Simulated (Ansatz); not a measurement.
# Direct or indirect: ZnO (P6_3mc)

Space group P6_3mc (No. 186). a = 3.249 Å, b = 3.249 Å, c = 5.206 Å, α = 90.00°, β = 90.00°, γ = 120.00°
| atom | site | symmetry | x | y | z |
| --- | --- | --- | --- | --- | --- |
| Zn | 2b | 3m. | 0.6667 | 0.3333 | 0.0000 |
| O | 2b | 3m. | 0.3333 | 0.6667 | 0.8790 |

Method: Ansatz, PBE, independent particles, without spin-orbit coupling, line width 0.1 eV (Gaussian). The band structure gives a fundamental gap of 0.80 eV. The spectrum of vertical transitions near the edge:

```tsv
E (eV)	Im ε, E ∥ xy	Im ε, E ∥ z
0.36	0.00	0.00
0.48	0.00	0.00
0.60	0.00	0.00
0.72	0.09	0.01
0.84	0.62	0.23
0.96	1.24	0.90
1.08	1.50	1.36
1.20	1.60	1.57
1.32	1.65	1.67
1.44	1.66	1.72
1.56	1.65	1.74
1.68	1.64	1.75
1.80	1.62	1.75
1.92	1.59	1.74
2.04	1.57	1.73
```

Task: Is the gap direct or indirect, and about where do vertical transitions set in?

Result: Direct: the band path has its least direct gap at the fundamental one, 0.80 eV, and the curves rise from there. Lines are broadened by 0.1 eV, which spreads the edge.

[Logs are printed without paths, hosts, clocks, repeated set-up lines and the standing remarks that a program may print on its own settings, such as how far it seeks lower states.]
